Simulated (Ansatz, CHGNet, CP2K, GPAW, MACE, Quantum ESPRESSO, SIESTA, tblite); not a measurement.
## CP2K on glassy 86SiO2-5SrO-5ZnO-5MgO (mol %) (63 atoms): settings against a plane-wave reference

Wanted: CP2K inputs and outputs for glassy 86SiO2-5SrO-5ZnO-5MgO (mol %) (63 atoms), checked against a plane-wave reference.

Calculated with CP2K 2026.2; the method is named at each step.

## (1) The structure

The cell holds 63 atoms: 19 Si, 1 Sr, 1 Zn, 1 Mg and 41 O. Its edges and angles: a = 9.658 Å, b = 9.658 Å, c = 9.658 Å, α = 90.0°, β = 90.0°, γ = 90.0°. 63 atoms (19 Si, 1 Sr, 1 Zn, 1 Mg, 41 O) placed at random at 2.44 g/cm³, melted at 4000 K for 10 ps at fixed volume with the Morse and Coulomb pair potential with partial charges (Pedone, Malavasi, Menziani, Cormack and Segre, J. Phys. Chem. B 110, 11780 (2006)). Quenched from 4000 K to 300 K at 50 K/ps and fixed volume, held 10 ps at zero pressure. Then every atom was moved at random, 0.05 Å r.m.s. a Cartesian component.

The yardstick, on the same geometry:

* method: Kohn-Sham DFT, PBE, PAW, plane waves (Ansatz 0.2.0); cutoff 420 eV, Γ point, fermi-dirac smearing of 0.05 eV; PAW set soft_2
* r.m.s. force component: 2.63 eV/Å
* longest force: 12.41 eV/Å
* pressure: 5.5 GPa
* gap (highest filled to lowest empty level): 2.478 eV
* SCF cycles: 9
* time: 8.3 s on 4 threads of Arm Neoverse V1, shared host
* CPU time: 31 s

## (2) PBE, DZVP-MOLOPT-SR, 1200/50 Ry, diagonalisation

Method: Kohn-Sham DFT, PBE, GTH-PBE pseudopotentials, Gaussian and plane waves, DZVP-MOLOPT-SR-GTH, diagonalisation.

Contents of input.inp:

```
&GLOBAL
  PROJECT cell
  RUN_TYPE ENERGY_FORCE
  PRINT_LEVEL LOW
&END GLOBAL
&FORCE_EVAL
  METHOD QS
  STRESS_TENSOR ANALYTICAL
  &DFT
    BASIS_SET_FILE_NAME BASIS_MOLOPT
    POTENTIAL_FILE_NAME GTH_POTENTIALS
    &MGRID
      CUTOFF 1200
      REL_CUTOFF 50
      NGRIDS 5
    &END MGRID
    &QS
      EPS_DEFAULT 1.0E-12
    &END QS
    &SCF
      SCF_GUESS ATOMIC
      EPS_SCF 5.0E-06
      MAX_SCF 200
      ADDED_MOS 14
      &DIAGONALIZATION
        ALGORITHM STANDARD
      &END DIAGONALIZATION
      &SMEAR ON
        METHOD FERMI_DIRAC
        ELECTRONIC_TEMPERATURE [K] 580
      &END SMEAR
      &MIXING
        METHOD BROYDEN_MIXING
        ALPHA 0.3
        NBROYDEN 12
      &END MIXING
      &PRINT
        &RESTART OFF
        &END RESTART
      &END PRINT
    &END SCF
    &XC
      &XC_FUNCTIONAL PBE
      &END XC_FUNCTIONAL
    &END XC
    &PRINT
      &MULLIKEN ON
      &END MULLIKEN
      &HIRSHFELD ON
        SHAPE_FUNCTION DENSITY
      &END HIRSHFELD
      &MO ON
        EIGENVALUES T
        OCCUPATION_NUMBERS T
        MO_INDEX_RANGE 166 189
        &EACH
          QS_SCF 0
        &END EACH
        ADD_LAST NUMERIC
      &END MO
    &END PRINT
  &END DFT
  &SUBSYS
    &CELL
      A 9.65803 0.00000 0.00000
      B 0.00000 9.65803 0.00000
      C 0.00000 0.00000 9.65803
    &END CELL
    &TOPOLOGY
      COORD_FILE_NAME structure.xyz
      COORD_FILE_FORMAT XYZ
    &END TOPOLOGY
    &KIND Si
      BASIS_SET DZVP-MOLOPT-SR-GTH-q4
      POTENTIAL GTH-PBE-q4
    &END KIND
    &KIND Sr
      BASIS_SET DZVP-MOLOPT-SR-GTH-q10
      POTENTIAL GTH-PBE-q10
    &END KIND
    &KIND Zn
      BASIS_SET DZVP-MOLOPT-SR-GTH-q12
      POTENTIAL GTH-PBE-q12
    &END KIND
    &KIND Mg
      BASIS_SET DZVP-MOLOPT-SR-GTH-q10
      POTENTIAL GTH-PBE-q10
    &END KIND
    &KIND O
      BASIS_SET DZVP-MOLOPT-SR-GTH-q6
      POTENTIAL GTH-PBE-q6
    &END KIND
  &END SUBSYS
  &PRINT
    &FORCES ON
    &END FORCES
    &STRESS_TENSOR ON
    &END STRESS_TENSOR
  &END PRINT
&END FORCE_EVAL
```

Contents of structure.xyz:

```xyz
63

Si 5.77483 1.73835 2.40070
Si 7.90065 7.49743 5.51966
Si 3.46105 0.09668 0.86410
Si 2.75051 5.03299 0.51670
Si 1.15829 2.42494 1.43354
Si 5.13962 3.87895 4.29502
Si 6.75135 6.12821 0.98377
Si 7.90645 3.03011 0.46919
Si 4.80757 0.39965 7.92944
Si 4.46713 3.55811 8.25597
Si 3.42290 8.91079 5.18240
Si 5.91516 6.15497 7.59730
Si 8.09324 0.30181 3.89170
Si 2.44986 3.72800 5.88541
Si 5.40299 6.78873 3.70743
Si 9.09555 8.11110 1.31098
Si 1.33059 1.59715 4.27899
Si 2.17113 7.09431 2.03137
Si 1.35280 6.70596 5.15343
Sr 8.46072 3.44512 6.22711
Zn 3.09665 7.64105 8.04166
Mg 8.07382 0.46832 8.53113
O 6.86589 0.99381 3.32449
O 0.64699 7.31876 1.47497
O 4.81540 5.34050 4.20337
O 6.52564 3.61944 4.98007
O 6.83624 6.98681 4.17459
O 2.91682 5.88918 1.81030
O 1.43287 2.44242 3.05300
O 2.75408 8.54456 1.71720
O 4.14658 4.08960 0.02386
O 5.74189 6.41902 2.09183
O 2.31242 0.37270 4.48587
O 6.20210 9.41812 8.10772
O 7.19620 6.53907 6.75879
O 4.74837 6.92162 6.95813
O 9.38036 1.07330 4.31511
O 7.90075 2.70763 8.53895
O 5.02160 2.93411 3.08729
O 2.65625 6.11199 9.01519
O 9.43464 6.92046 5.46461
O 1.69218 3.81569 0.71469
O 4.41015 8.00216 4.23398
O 5.51860 4.54797 7.42712
O 2.95796 3.76586 7.58590
O 1.34643 2.58710 5.75223
O 4.68328 0.73391 1.63057
O 1.75361 7.05857 3.74490
O 2.25602 7.93243 5.95331
O 2.13085 1.18543 0.95257
O 7.77858 7.21339 1.20358
O 1.81986 5.20549 5.70509
O 6.02429 6.31490 9.16470
O 7.45252 4.66860 0.90670
O 7.94740 8.99143 5.17535
O 4.00760 9.63021 6.48054
[... 3 atom lines left out ...]
O 9.14133 9.12771 0.10363
O 4.80806 2.01785 8.21715
O 6.76738 2.17151 1.15645
O 9.31333 2.39336 1.02955
```

On the command line:

```sh
OMP_NUM_THREADS=2 cp2k.psmp -i input.inp > output.txt
```

Numbers of over 12 decimals in the logs are rounded to 6 here.

The log of the run:

```text
CP2K| version string:                                       CP2K version 2026.2
 CP2K| Input file name                                                 input.inp
 GLOBAL| Basis set file name                                        BASIS_MOLOPT
 GLOBAL| Potential file name                                      GTH_POTENTIALS
 GLOBAL| Run type                                                   ENERGY_FORCE
 GLOBAL| Total number of message passing processes                             1
 GLOBAL| Number of threads for this process                                    2
 TOTAL NUMBERS AND MAXIMUM NUMBERS
  Total number of            - Atomic kinds:                                   5
                             - Atoms:                                         63
                             - Shell sets:                                    63
                             - Shells:                                       318
                             - Primitive Cartesian functions:                300
                             - Cartesian basis functions:                    894
                             - Spherical basis functions:                    828
  Maximum angular momentum of- Orbital basis functions:                        3
                             - Local part of the GTH pseudopotential:          2
                             - Non-local part of the GTH pseudopotential:      4
 SCF PARAMETERS         Density guess:                                    ATOMIC
                        max_scf:                                             200
                        eps_scf:                                        5.00E-06
                        added MOs                                        14    0
                        Mixing method:                            BROYDEN_MIXING
                                                charge density mixing in g-space
                        Smear method:                                FERMI_DIRAC
                        Electronic temperature [K]:                        580.0
                        Electronic temperature [a.u.]:                  1.84E-03
                        Accuracy threshold:                             1.00E-10
 Extrapolation method: initial_guess
 Number of electrons:                                                        354
 Number of occupied orbitals:                                                177
 Number of molecular orbitals:                                               191
 Number of orbital functions:                                                828
 Number of independent orbital functions:                                    828
 SCF WAVEFUNCTION OPTIMIZATION
  Step     Update method      Time    Convergence         Total energy    Change
     1 NoMix/Diag. 0.30E+00    5.8     1.97215238      -890.3302083207 -8.90E+02
     2 Broy./Diag. 0.30E+00    7.3     0.29727614      -822.8870191678  6.74E+01
     3 Broy./Diag. 0.30E+00    7.4     0.11279662      -877.5430173380 -5.47E+01
     4 Broy./Diag. 0.30E+00    7.5     0.02959464      -890.4899306102 -1.29E+01
[...]
13 Broy./Diag. 0.30E+00    8.5     0.00001666      -889.2979771657  1.04E-04
    14 Broy./Diag. 0.30E+00    8.7     0.00000370      -889.2979647304  1.24E-05
  *** SCF run converged in    14 steps ***
  Electronic density on regular grids:       -354.0000000000        0.0000000000
  Core density on regular grids:              353.9999999998       -0.0000000002
  Total charge density on r-space grids:       -0.0000000002
  Total charge density g-space grids:          -0.0000000002
  Overlap energy of the core charge distribution:               2.91907e-06
  Self energy of the core charge distribution:              -2182.243094
  Core Hamiltonian energy:                                    621.624774
  Hartree energy:                                             864.602403
  Exchange-correlation energy:                               -193.282051
  Electronic entropic energy:                                  -4.59e-12
  Fermi energy:                                                 0.147192
  Total energy:                                              -889.297965
  Total energy (extrapolated to T->0):                       -889.297965
 MO| EIGENVALUES AND OCCUPATION NUMBERS
 MO|
 MO|  Index      Eigenvalue [a.u.]        Eigenvalue [eV]             Occupation
 MO|    166               0.050564               1.375908               2.000000
 MO|    167               0.054284               1.477156               2.000000
 MO|    168               0.057602               1.567443               2.000000
[...]
MO|    188               0.308851               8.404263               0.000000
 MO|    189               0.317175               8.630782               0.000000
 MO| Sum:                                                             354.000000
 MO| E(Fermi):            0.147192 a.u.          4.005293 eV
 !-----------------------------------------------------------------------------!
                     Mulliken Population Analysis
 #  Atom  Element  Kind  Atomic population                           Net charge
       1     Si       1          3.099257                              0.900743
       2     Si       1          3.072943                              0.927057
       3     Si       1          3.098971                              0.901029
[...]
62     O        5          6.401174                             -0.401174
      63     O        5          6.412599                             -0.412599
 # Total charge                            354.000000                  0.000000
 !-----------------------------------------------------------------------------!
 !-----------------------------------------------------------------------------!
                           Hirshfeld Charges
  #Atom  Element  Kind  Ref Charge     Population                    Net charge
      1       Si     1       4.000          3.406                         0.594
      2       Si     1       4.000          3.384                         0.616
      3       Si     1       4.000          3.447                         0.553
[...]
62       O      5       6.000          6.280                        -0.280
     63       O      5       6.000          6.260                        -0.260
  Total Charge                                                            0.000
 !-----------------------------------------------------------------------------!
 ENERGY| Total FORCE_EVAL ( QS ) energy [hartree]           -889.298010
 FORCES| Atomic forces [hartree/bohr]
 FORCES|   Atom     x               y               z               |f|
 FORCES|      1  1.32050033E-02 -6.70363582E-03 -5.95770185E-02   6.13899990E-02
 FORCES|      2 -6.09933023E-02 -1.15000876E-01 -1.65024999E-02   1.31216298E-01
 FORCES|      3 -8.73123965E-02  4.35823642E-02  9.21208341E-02   1.34198082E-01
[...]
FORCES|     62 -3.15573401E-02 -1.86640655E-02  1.59450997E-02   3.99807361E-02
 FORCES|     63 -3.37564723E-02 -4.34906215E-04  6.31805059E-03   3.43453975E-02
 FORCES| Sum     3.79709526E-03 -2.33964910E-03  6.61651368E-03
 FORCES| Total atomic force                                       7.97935734E-03
 STRESS| Analytical stress tensor [bar]
 STRESS|                        x                   y                   z
 STRESS|      x        5.29050081031E+04   1.00912204343E+04   6.64259039492E+03
 STRESS|      y        1.00912204343E+04   6.16107786460E+04  -2.95145605102E+03
 STRESS|      z        6.64259039492E+03  -2.95145605102E+03   5.24398138976E+04
 STRESS| 1/3 Trace                                             5.56518668823E+04
```

It took 2.2 min on 2 threads of Arm Neoverse V1, shared host; peak memory 8 GiB; 4 min of CPU time.

Banners, paths, timers and routine set-up lines are dropped from the logs unmarked, and long logs keep their key lines alone; longer cuts are marked.

Compared with the plane-wave run:

| Item | Value |
| --- | --- |
| r.m.s. force component | 2.609 eV/Å |
| r.m.s. difference of force components | 117.6 meV/Å |
| longest difference of force vectors | 431.8 meV/Å |
| force difference over r.m.s. force | 4.47 % |
| slope of forces against the reference's | 0.9911 |
| correlation of force components | 0.999 |
| gap (highest filled to lowest empty level) | 2.442 eV |
| gap difference | -0.0358 eV |
| pressure | 5.565 GPa |
| pressure difference | 0.0656 GPa |

Length of the force difference by element (eV/Å):

```
element  atoms  mean  most
     Mg      1  0.36  0.36
      O     41  0.14  0.42
     Si     19  0.24  0.43
     Sr      1  0.12  0.12
     Zn      1  0.11  0.11
```

Levels nearest the highest filled one (eV from it): -1.41, -1.31, -1.22, -1.15, -1.05, -0.88, -0.79, -0.75, -0.66, -0.59, -0.39, 0.00, 2.44, 3.42, 4.06, 4.36, 4.44, 4.88, 5.00, 5.15, 5.23, 5.38, 5.62, 5.85.

The surroundings of O58, which has 3 bonded neighbours where the commonest count for O is 2, nearest first, numbered as they follow in the input and with coordinates relative to it.

```
atom      x      y      z  distance (Å)  bonds  Hirshfeld charge (e)     Fx     Fy  Fz (eV/Å)
 O58   0.00   0.00   0.00          0.00      3                 -0.22   0.83  -0.92      -3.94
 Si3  -0.22   0.38   1.48          1.54      4                  0.55  -4.49   2.24       4.74
 Si9   1.13   0.68  -1.12          1.73      4                  0.52  -0.37   0.97      -1.43
Zn21  -0.58  -1.74  -1.01          2.09      3                  0.59   1.25  -1.84      -1.28
 O56   0.33   0.25  -2.57          2.60      2                 -0.28   1.22   1.50       1.22
 O30  -0.92  -0.83   2.33          2.64      2                 -0.27   1.91   0.17      -0.25
 O50  -1.55   1.47   1.56          2.64      2                 -0.30   0.49  -0.05      -0.45
 O47   1.01   1.02   2.24          2.66      2                 -0.27   1.68   0.46       1.31
 O61   1.13   2.30  -0.83          2.69      2                 -0.27   0.56  -2.74      -0.34
 O34   2.52   0.04  -0.94          2.69      2                 -0.40   2.04   0.11      -0.01
```

Forces lie 4.5 % from the reference's, at 7.7 times its CPU time (on 2 against 4 cores).

## (3) PBE, DZVP-MOLOPT-SR, 1200/50 Ry, TRS4 filter 1e-03, SCF 1e-04

Method: Kohn-Sham DFT, PBE, GTH-PBE pseudopotentials, Gaussian and plane waves, DZVP-MOLOPT-SR-GTH, linear-scaling purification of the density matrix.

input.inp, as its differences from that of step 2:

```diff
@@ -17,26 +17,14 @@
     &QS
-      EPS_DEFAULT 1.0E-12
+      EPS_DEFAULT 1.0E-10
+      LS_SCF T
     &END QS
-    &SCF
-      SCF_GUESS ATOMIC
-      EPS_SCF 5.0E-06
-      MAX_SCF 200
-      ADDED_MOS 14
-      &DIAGONALIZATION
-        ALGORITHM STANDARD
-      &END DIAGONALIZATION
-      &SMEAR ON
-        METHOD FERMI_DIRAC
-        ELECTRONIC_TEMPERATURE [K] 580
-      &END SMEAR
-      &MIXING
-        METHOD BROYDEN_MIXING
-        ALPHA 0.3
-        NBROYDEN 12
-      &END MIXING
-      &PRINT
-        &RESTART OFF
-        &END RESTART
-      &END PRINT
-    &END SCF
+    &LS_SCF
+      PURIFICATION_METHOD TRS4
+      EPS_FILTER 1.0E-03
+      EPS_SCF 1.0E-04
+      MAX_SCF 60
+      S_PRECONDITIONER ATOMIC
+      MIXING_FRACTION 0.45
+      REPORT_ALL_SPARSITIES F
+    &END LS_SCF
     &XC
@@ -48,14 +36,2 @@
       &END MULLIKEN
-      &HIRSHFELD ON
-        SHAPE_FUNCTION DENSITY
-      &END HIRSHFELD
-      &MO ON
-        EIGENVALUES T
-        OCCUPATION_NUMBERS T
-        MO_INDEX_RANGE 166 189
-        &EACH
-          QS_SCF 0
-        &END EACH
-        ADD_LAST NUMERIC
-      &END MO
     &END PRINT
```

structure.xyz is that of step 2.

The log of the run:

```text
CP2K| version string:                                       CP2K version 2026.2
 CP2K| Input file name                                                 input.inp
 GLOBAL| Basis set file name                                        BASIS_MOLOPT
 GLOBAL| Potential file name                                      GTH_POTENTIALS
 GLOBAL| Run type                                                   ENERGY_FORCE
 GLOBAL| Total number of message passing processes                             1
 GLOBAL| Number of threads for this process                                    2
 TOTAL NUMBERS AND MAXIMUM NUMBERS
  Total number of            - Atomic kinds:                                   5
                             - Atoms:                                         63
[... lines left out ...]
 Re-scaling the density matrix to get the right number of electrons
[... lines left out ...]
 SCF run converged in     9 steps.
 !-----------------------------------------------------------------------------!
                     Mulliken Population Analysis
 #  Atom  Element  Kind  Atomic population                           Net charge
       1     Si       1          3.127952                              0.872048
       2     Si       1          3.091164                              0.908836
       3     Si       1          3.130877                              0.869123
[...]
62     O        5          6.391893                             -0.391893
      63     O        5          6.400662                             -0.400662
 # Total charge                            354.343442                 -0.343442
 !-----------------------------------------------------------------------------!
 ENERGY| Total FORCE_EVAL ( QS ) energy [hartree]           -889.156819
 FORCES| Atomic forces [hartree/bohr]
 FORCES|   Atom     x               y               z               |f|
 FORCES|      1  1.55759497E-02 -9.72824264E-03 -6.02541431E-02   6.29905602E-02
 FORCES|      2 -5.14200893E-02 -1.02030179E-01 -1.83470298E-02   1.15718609E-01
 FORCES|      3 -8.92637542E-02  4.41842636E-02  8.97955927E-02   1.34102630E-01
[...]
FORCES|     62 -3.18899722E-02 -1.76442261E-02  1.76978236E-02   4.05154538E-02
 FORCES|     63 -2.97802824E-02  1.31213846E-03  8.50559923E-03   3.09989055E-02
 FORCES| Sum     3.94337772E-03 -2.36426401E-03  6.97668803E-03
 FORCES| Total atomic force                                       8.35548611E-03
 STRESS| Analytical stress tensor [bar]
 STRESS|                        x                   y                   z
 STRESS|      x        6.23486141649E+04   8.04327540706E+03   6.05988276728E+03
 STRESS|      y        8.04327540706E+03   6.69405690984E+04  -3.35063467974E+03
 STRESS|      z        6.05988276728E+03  -3.35063467974E+03   5.82231985967E+04
 STRESS| 1/3 Trace                                             6.25041272867E+04
```

It took 86 s on 2 threads; peak memory 3.6 GiB.

Against the reference:

```yaml
r_m_s_force_component: 2.588 eV/Å
r_m_s_difference_of_force_components: 319.9 meV/Å
longest_difference_of_force_vectors: 2551 meV/Å
force_difference_over_r_m_s_force: 12.16 %
slope_of_forces_against_the_reference_s: 0.9768
correlation_of_force_components: 0.9926
pressure: 6.25 GPa
pressure_difference: 0.7508 GPa
energy_less_the_same_level_run_s: 60.98 meV/atom
r_m_s_force_difference_from_the_same_level_run: 329.5 meV/Å
```

This is a coarse setting, run to see what it loses.

Against the first run (4.5 %), the force difference from the reference is 12 %, at 0.67 times the CPU time (9 SCF steps against 14).

(Part 1 of 2 ends here.)

[Also dropped from logs without a mark: logging warnings of Python, and SIESTA's first energy breakdown and zero terms.]

[Logs are printed without paths, hosts, clocks, repeated set-up lines and the standing remarks that a program may print on its own settings, such as how far it seeks lower states.]

[Hosts, paths, dates, database ids (printed as entryN), source tags and the programs' standing remarks are cut or masked in the printed files.]
